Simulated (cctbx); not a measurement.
# Cr3CdB6: as given, inverted or twinned?

Space group Amm2 (no. 38), a = 3.0980 Å, b = 3.1510 Å, c = 18.6520 Å, α = 90.00°, β = 90.00°, γ = 90.00°.

| atom | mult. | x | y | z | Ueq (Å²) |
| --- | --- | --- | --- | --- | --- |
| Cd1 | 2 | 0 | 1/2 | 0.2980 | 0.0065 |
| Cr1 | 2 | 1/2 | 1/2 | 0.4280 | 0.0066 |
| Cr2 | 2 | 0 | 0 | 0.0717 | 0.0072 |
| Cr3 | 2 | 1/2 | 0 | 0.2015 | 0.0065 |
| B1 | 2 | 1/2 | 1/2 | 0.1233 | 0.0109 |
| B2 | 2 | 0 | 0 | 0.3789 | 0.0100 |
| B3 | 2 | 1/2 | 0 | 0.3253 | 0.0122 |
| B4 | 2 | 0 | 1/2 | 0.1741 | 0.0125 |
| B5 | 2 | 1/2 | 1/2 | 0.0251 | 0.0121 |
| B6 | 2 | 0 | 0 | 0.4750 | 0.0120 |

The model is made up (kin elements in a known structure type, no relaxation), so it says nothing on whether the phase exists.

Data sets are simulated with cctbx and refined with Bijvoet mates kept apart; Flack x is then fitted as the share of an inverted twin with the atoms fixed, Hooft y from the Bijvoet differences. The group is acentric but holds improper operations, so there is an absolute structure (orientation) and no hand.

Untwinned crystal. What Flack and Hooft values should come out?

```
  λ (Å)  extinction (unmodelled)  d min (Å)  top counts  error (%)     model      R1  Flack x  s.u.  Hooft y   s.u.  pairs
0.71073                      0.1       0.77        5000          6  as given  0.0249    -0.16  0.17   -0.093  0.219    137
0.71073                      0.1       0.77        5000          6  inverted  0.0262     1.11  0.18    1.076  0.222    137
1.54184                      0.3       0.83        5000          2  as given  0.0179     0.02  0.03    0.017  0.032    115
```

With Mo Kα, the s.u. is too large to fix the absolute structure. With Cu Kα, x is within 3 s.u. of 0, so the absolute structure is right. Inverting the model turns x into about 1 − x.

A further crystal gives:

```
 λ (Å)  extinction (unmodelled)  d min (Å)  top counts  error (%)     model      R1  Flack x  s.u.  Hooft y   s.u.  pairs
0.7749                      0.3       0.65       40000          4  as given  0.0144     0.19  0.04    0.190  0.042    222
```

**Question.** What is it?

It was simulated as an inversion twin with a fraction 0.15 of the inverted domain. Flack x is over 3 s.u. from both 0 and 1 and reads that fraction.

[Logs are printed without paths, hosts, clocks, repeated set-up lines and the standing remarks that a program may print on its own settings, such as how far it seeks lower states.]
